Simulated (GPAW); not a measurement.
## PtSe2 (Sudovikovite): optical spectrum from first principles

Aim: the dielectric function of PtSe2 (Sudovikovite), and the optical constants that follow from it. The cell comes from an older database entry, whose edges can differ from later determinations, mostly by under a per cent.

Main program and level: GPAW 26.7.0; DFT, PBE, plane-wave PAW (GPAW data sets), scalar-relativistic, RPA, optical limit.

The database entry behind the starting cell has ideal inner coordinates that were not refined, so it need not match the best structure at ambient conditions.

## Step 1: The structure

The structure is trigonal, space group P-3m1 (No. 164). Conventional cell: a = 3.724 Å, b = 3.724 Å, c = 5.062 Å, α = 90.00°, β = 90.00°, γ = 120.00°. Nearest to Pt lie 6 Se at 2.49 Å. Nearest to Se lie 3 Pt at 2.49 Å. Farther neighbours and most contacts between anions are not listed.

Structure file:

```cif
data_structure
_symmetry_space_group_name_H-M 'P 1'
_symmetry_Int_Tables_number 1
_cell_length_a 3.7240
_cell_length_b 3.7240
_cell_length_c 5.0620
_cell_angle_alpha 90.000
_cell_angle_beta 90.000
_cell_angle_gamma 120.000
_cell_volume 60.80
loop_
_atom_site_label
_atom_site_type_symbol
_atom_site_fract_x
_atom_site_fract_y
_atom_site_fract_z
_atom_site_occupancy
Pt1 Pt 0.00000 0.00000 0.00000 1
Se2 Se 0.66667 0.33333 0.75000 1
Se3 Se 0.33333 0.66667 0.25000 1
```

## Step 2: Ground state

First the ground state: is it a metal or has it a gap?

This step: DFT, PBE, plane-wave PAW (GPAW data sets), scalar-relativistic, ground state (GPAW 26.7.0).

gs.py reads:

```python
from ase import Atoms
from ase.dft.bandgap import bandgap
from gpaw import GPAW, PW, FermiDirac

atoms = Atoms(['Pt', 'Se', 'Se'],
              cell=[[3.724000000000, 0.000000000000, 0.000000000000],
                    [-1.862000000000, 3.225078603700, 0.000000000000],
                    [0.000000000000, 0.000000000000, 5.062000000000]],
              scaled_positions=[[0.000000000000, 0.000000000000, 0.000000000000],
                                [0.666666666700, 0.333333333300, 0.750000000000],
                                [0.333333333300, 0.666666666700, 0.250000000000]],
              pbc=[True, True, True])
atoms.calc = GPAW(mode=PW(500), xc='PBE', kpts={'size': (9, 9, 5), 'gamma': True},
                  occupations=FermiDirac(0.05), maxiter=150, txt='gs.txt')
print('energy (eV)', atoms.get_potential_energy())
print('Fermi level (eV)', atoms.calc.get_fermi_level())
print('valence electrons', atoms.calc.get_number_of_electrons())
print('gap (eV)', bandgap(atoms.calc, output=None)[0])
print('direct gap (eV)', bandgap(atoms.calc, direct=True, output=None)[0])
atoms.calc.write('gs.gpw')
```

Run with:

```bash
$ OMP_NUM_THREADS=1 python gs.py
```

Numbers of over 12 decimals in the logs are rounded to 6 here.

What it wrote:

```text
__  _  _
 | _ |_)|_||  |
 |__||  | ||/\| - 26.7.0

Versions:
  Python: 3.12.14
  ASE:    3.29.0
  Numpy:  2.5.5
  Scipy:  1.18.1
  Libxc:  7.0.0

Input parameters:
  mode=PW(ecut=500.0),
  kpts=MonkhorstPack(size=(9, 9, 5), gamma=True),
  maxiter=150,
  occupations=Occupations(name='fermi-dirac', width=0.05, fixmagmom=False),
  xc=XC(name='PBE')

Diagonalizing LCAO Hamiltonian
Converting LCAO to pw mode

            Se

        Se

       Pt

Atoms  # Å, Bohr magnetons
|   | symbol |         x |        y |        z |    initial magnetic moments |
| 0 |     Pt |  0.000000 | 0.000000 | 0.000000 | ( 0.0000,  0.0000,  0.0000) |
| 1 |     Se |  1.862000 | 1.075026 | 3.796500 | ( 0.0000,  0.0000,  0.0000) |
| 2 |     Se | -0.000000 | 2.150052 | 1.265500 | ( 0.0000,  0.0000,  0.0000) |

Unit cell  # Å
| periodic |         x |        y |        z |  lengths |     angles |
|      yes |  3.724000 | 0.000000 | 0.000000 | 3.724000 |  90.000000 |
|      yes | -1.862000 | 3.225079 | 0.000000 | 3.724000 |  90.000000 |
|      yes |  0.000000 | 0.000000 | 5.062000 | 5.062000 | 120.000000 |

Number of symmetries: 12
Symmetry operations  # r_c * U_cc + t_c -> r_c
|    | kind |            matrix            |
|  0 |  σ   |  1, 1, 0,  0,-1, 0,  0, 0, 1 |
|  1 |  S6  |  1, 1, 0, -1, 0, 0,  0, 0,-1 |
|  2 |  E   |  1, 0, 0,  0, 1, 0,  0, 0, 1 |
|  3 |  C2  |  1, 0, 0, -1,-1, 0,  0, 0,-1 |
|  4 |  C2  |  0, 1, 0,  1, 0, 0,  0, 0,-1 |
|  5 |  C3  |  0, 1, 0, -1,-1, 0,  0, 0, 1 |
|  6 |  S6  |  0,-1, 0,  1, 1, 0,  0, 0,-1 |
|  7 |  σ   |  0,-1, 0, -1, 0, 0,  0, 0, 1 |
|  8 |  σ   | -1, 0, 0,  1, 1, 0,  0, 0, 1 |
|  9 |  i   | -1, 0, 0,  0,-1, 0,  0, 0,-1 |
| 10 |  C3  | -1,-1, 0,  1, 0, 0,  0, 0, 1 |
| 11 |  C2  | -1,-1, 0,  0, 1, 0,  0, 0,-1 |

BZ-sampling:
  Number of BZ points: 405
  Number of IBZ points: 50

  Monkhorst-Pack size: [9, 9, 5]
  Monkhorst-Pack shift: [0, 0, 0]

K-points  # in reciprocal-cell coordinates
|     |                                coordinates |     weight |
|   0 | (  0.00000000,   0.00000000,   0.00000000) | 0.00246914 |
|   1 | (  0.00000000,   0.00000000,   0.20000000) | 0.00493827 |
|   2 | (  0.00000000,   0.00000000,   0.40000000) | 0.00493827 |
|   3 | (  0.11111111,   0.00000000,  -0.40000000) | 0.01481481 |
|   4 | (  0.11111111,   0.00000000,  -0.20000000) | 0.01481481 |
|   5 | (  0.11111111,   0.00000000,   0.00000000) | 0.01481481 |
|   6 | (  0.11111111,   0.00000000,   0.20000000) | 0.01481481 |
|   7 | (  0.11111111,   0.00000000,   0.40000000) | 0.01481481 |
|   8 | (  0.22222222,  -0.11111111,   0.00000000) | 0.01481481 |
|   9 | (  0.22222222,  -0.11111111,   0.20000000) | 0.02962963 |
| ... |                                            |            |
|  49 | (  0.44444444,   0.44444444,   0.40000000) | 0.02962963 |

Plane wave coefficients: 1561
Cutoff: 500.0 eV

Spin-components: 1 (collinear spins)
Bands:           20
Projectors:      16
Spin-degeneracy: 2
Datatype:        complex128

Parallelization:
  kpt:    1
  domain: 1
  band:   1

Density:
  Valence electrons: 28.0
  Components: 1
  Grid points: [20 20 27]
  Charge: 0.0  # |e|

Potential:
  Grid points: [20 20 27]

species:
  Pt:
    name:    Platinum
    id:
    Z:       78.0
    valence: 16
    core:    62
    charge:  0.0  # [|e|]
    compensation charges:
      type: gauss
      rc: 0.41  # [Å]
      lmax: 2
    cutoffs:
      filter: 2.26  # [Å]
      core: 2.26  # [Å]
    projectors
    | kind |    occ | energy [eV] | rcut [Å] |
    |   6s |  1.000 |      -5.628 |    1.307 |
    |   5p |  6.000 |     -56.051 |    1.371 |
    |   6p |  0.000 |      -0.845 |    1.371 |
    |   5d |  9.000 |      -6.153 |    1.307 |
    |    s |        |      21.583 |    1.307 |
    |    d |        |      21.058 |    1.307 |

    Using partial waves for Pt as LCAO basis

  Se:
    name:    Selenium
    id:
    Z:       34.0
    valence: 6
    core:    28
    charge:  0.0  # [|e|]
    compensation charges:
      type: gauss
      rc: 0.27  # [Å]
      lmax: 2
    cutoffs:
      filter: 1.77  # [Å]
      core: 2.67  # [Å]
    projectors
    | kind |    occ | energy [eV] | rcut [Å] |
    |   4s |  2.000 |     -17.277 |    0.847 |
    |   4p |  4.000 |      -6.512 |    1.005 |
    |    s |        |       9.935 |    0.847 |
    |    p |        |      20.699 |    1.005 |
    |    d |        |       0.000 |    0.847 |

    Using partial waves for Se as LCAO basis

Reference energy: -632582.427029  # eV

eigensolver:
  PPCG
  Converge bands: occupied
  niter=2

density mixing:
  MSR1-Mixer
  Pratt-step length: 0.05
  Maximum mixing coefficient: 0.75
  Old densities: 10
  SVD Regularization: 0.005
  Good broyden scale: 1.0
  Trust region scale: 1.0
  Backstep threshold: 4.0
  History deletion threshold: 6.0
  Fourier metric: weight=20.0, sigma=0.015

occupation numbers:
  Fermi-Dirac:
    width: 0.0500  # eV

poisson solver:
  ecut: 4000.0  # eV

xc functional:
  name: PBE with 2 nearest neighbor stencil

convergence criteria:
- Maximum [total energy] change in last 3 cyles: 0.0005 eV / valence electron
- Maximum integral of absolute [dens]ity change: 0.0001 electrons / valence electron
- Maximum integral of absolute [eigenst]ate change: 4e-08 eV^2 / valence electron
maximum number of iterations: 150

SCF iterations
|iter     |      energy | eigst |  dens |
|iter:   1||  -15.358108 | +0.21 |       |
|iter:   2||  -15.025754 | -1.89 | -1.13 |
|iter:   3||  -14.492846 | -1.42 | -1.19 |
|iter:   4||  -14.474864 | -2.92 | -1.61 |
|iter:   5||  -14.461532 | -3.09 | -1.84 |
|iter:   6||  -14.461578c| -4.33 | -2.65 |
|iter:   7||  -14.461647c| -4.94 | -3.17 |
|iter:   8||  -14.461657c| -6.42 | -3.91 |
|iter:   9||  -14.461658c| -7.40c| -4.49c|

Converged in 9 steps
SCF loop duration: 16.975 s (1.886 s/step)
Energy contributions relative to reference atoms: (reference = -632582.427029)

Energy contributions:
  Kinetic:          11.971224
  Coulomb:         -12.734553
  Zero:             -0.540713
  External:          0.000000
  Xc:              -13.154496
  Entropy:          -0.006240
  Spinorbit:         0.000000
  ----------------------------
  Free energy:     -14.464779
  Extrapolated:    -14.461658

dipole moment: (-6.414879, -11.110896, -17.439376)  # |e|*Ang

Fermi level: 8.408
Eigenvalues  # (at kpt = [0.000, 0.000, 0.000])
| band index |      eig [eV] | occ [0-2] |
|          0 |       -45.540 |     2.000 |
|        ... |               |           |
|          5 |         1.188 |     2.000 |
|          6 |         1.896 |     2.000 |
|          7 |         1.896 |     2.000 |
|          8 |         4.327 |     2.000 |
|          9 |         4.327 |     2.000 |
|         10 |         5.785 |     2.000 |
|         11 |         7.310 |     2.000 |
|         12 |         7.310 |     2.000 |
|         13 |         8.779 |     0.001 |
|         14 |         9.819 |     0.000 |
|         15 |         9.819 |     0.000 |
|         16 |        11.997 |     0.000 |
|         17 |        12.620 |     0.000 |
|         18 |        15.695 |     0.000 |
|         19 |        15.695 |     0.000 |

No gap
No difference between direct/indirect transitions

--- standard output ---
energy (eV) -14.461658
Fermi level (eV) 8.408287
valence electrons 28.0
gap (eV) 0.0
direct gap (eV) 0.0
```

Elapsed: 19 s, on 1 thread of Arm Neoverse V2, shared host; peak memory 0.17 GiB.

Read-outs, printed or worked out from the files:

```
energy       : -14.46 eV
Fermi energy : 8.408 eV
electrons    : 28
```

There are states at the Fermi level within the smearing, so the occupations stay smeared and the carriers get a Drude term.

## Step 3: Bands for the response

At the fixed density, many empty bands are solved on the mesh of the response, since the spectrum sums over them.

This step: DFT, PBE, plane-wave PAW (GPAW data sets), scalar-relativistic, bands at fixed density (GPAW 26.7.0).

nscf.py reads:

```python
from ase.dft.bandgap import bandgap
from gpaw import GPAW, FermiDirac

calc = GPAW('gs.gpw').fixed_density(kpts={'size': (15, 15, 9), 'gamma': True}, nbands=49, convergence={'bands': 43},
                                    occupations=FermiDirac(0.05), txt='nscf.txt')
print('gap (eV)', bandgap(calc, output=None)[0])
print('direct gap (eV)', bandgap(calc, direct=True, output=None)[0])
print('top band over the Fermi level (eV)', min(calc.get_eigenvalues(kpt=k)[42] for k in range(len(calc.get_ibz_k_points()))) - calc.get_fermi_level())
calc.write('full.gpw', mode='all')
```

Run with:

```bash
$ OMP_NUM_THREADS=1 python nscf.py
```

What it wrote:

```text
Diagonalizing LCAO Hamiltonian
Converting LCAO to pw mode
convergence criteria:
- Maximum integral of absolute [eigenst]ate change: 4e-08 eV^2 / valence electron
maximum number of iterations: 150

SCF iterations
|iter     |      energy | eigst |  dens |
|iter:   1||             | +3.44 |       |
|iter:   2||             | +2.08 |       |
|iter:   3||             | +1.10 |       |
|iter:   4||             | -0.02 |       |
|iter:   5||             | -0.97 |       |
|iter:   6||             | -1.88 |       |
|iter:   7||             | -2.66 |       |
|iter:   8||             | -3.50 |       |
|iter:   9||             | -4.29 |       |
|iter:  10||             | -5.10 |       |
|iter:  11||             | -5.86 |       |
|iter:  12||             | -6.62 |       |
|iter:  13||             | -7.23 |       |
|iter:  14||             | -7.79c|       |
SCF steps: 14
  __  _  _
 | _ |_)|_||  |
 |__||  | ||/\| - 26.7.0

Versions:
  Python: 3.12.14
  ASE:    3.29.0
  Numpy:  2.5.5
  Scipy:  1.18.1
  Libxc:  7.0.0

Input parameters:
  mode=PW(ecut=500.0),
  convergence={'bands': 43},
  gpts=array([20, 20, 27]),
  kpts=MonkhorstPack(size=(15, 15, 9), gamma=True),
  maxiter=150,
  nbands=49,
  occupations=Occupations(name='fermi-dirac', width=0.05, fixmagmom=False),
  parallel={},
  xc=XC(name='PBE')

--- standard output ---
gap (eV) 0.0
direct gap (eV) 0.0
top band over the Fermi level (eV) 27.353192
```

Wall time 4.4 min (1 thread); peak memory 0.48 GiB.

[end of part 1 of 2]

[Machine, clock and banner lines and Python warnings are left out of the logs.]

[Logs are printed without paths, hosts, clocks, repeated set-up lines and the standing remarks that a program may print on its own settings, such as how far it seeks lower states.]

[Hosts, paths, dates, database ids (printed as entryN), source tags and the programs' standing remarks are cut or masked in the printed files.]
